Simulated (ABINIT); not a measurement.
An input for ABINIT 10.8.3 (CaSnF4 (P4/mmm)):

```
acell 3*1.0 Angstrom
rprim 
  4.004548000000 0.000000000000 0.000000000000
  0.000000000000 4.004548000000 0.000000000000
  0.000000000000 0.000000000000 5.780467000000
ntypat 3
znucl 20 50 9
natom 6
typat 1 2 3 3 3 3
xred 
  0.000000000000 0.000000000000 0.500000000000
  0.500000000000 0.500000000000 0.000000000000
  0.500000000000 0.000000000000 0.265738000000
  0.500000000000 0.000000000000 0.734262000000
  0.000000000000 0.500000000000 0.734262000000
  0.000000000000 0.500000000000 0.265738000000
pp_dirpath "pseudos"
pseudos "Ca.upf, Sn.upf, F.upf"
ecut 38
nspinor 2
ngkpt 4 4 4
nshiftk 1
shiftk 0 0 0
kptopt 1
chksymbreak 0
nband 74
occopt 1
tolvrs 1e-10
nstep 60
prtwf 0
optforces 0
optstress 0
indata_prefix "in"
outdata_prefix "out"
tmpdata_prefix "tmp"
```

```sh
OMP_NUM_THREADS=1 mpirun -n 4 abinit run.abi > log
```

**Question.** How long will it take on 4 MPI ranks of Arm Neoverse V2, shared host, and how much memory?

It took 7.1 min; on shared hardware allow 3.5 min to 14 min. Peak host memory was 0.69 GiB.

[Paths, hosts, dates, memory and timing lines, banners, echoed tables and standing remarks are left out of the program output.]

[Logs are printed without paths, hosts, clocks, repeated set-up lines and the standing remarks that a program may print on its own settings, such as how far it seeks lower states.]

[Runs of the session that timed out or met a known fault of the program may be left out.]

[Hosts, paths, dates, database ids (printed as entryN), source tags and the programs' standing remarks are cut or masked in the printed files.]

[G0W0 gaps are taken among the corrected bands and points alone; a level outside them can change the order at an edge.]

[Where Ansatz stands beside ABINIT at settings called matched, ABINIT's density can come from a denser mesh and the files from another edition; pairs whose starting gaps differed by over 0.03 eV were left out, so agreement reads better than it is.]
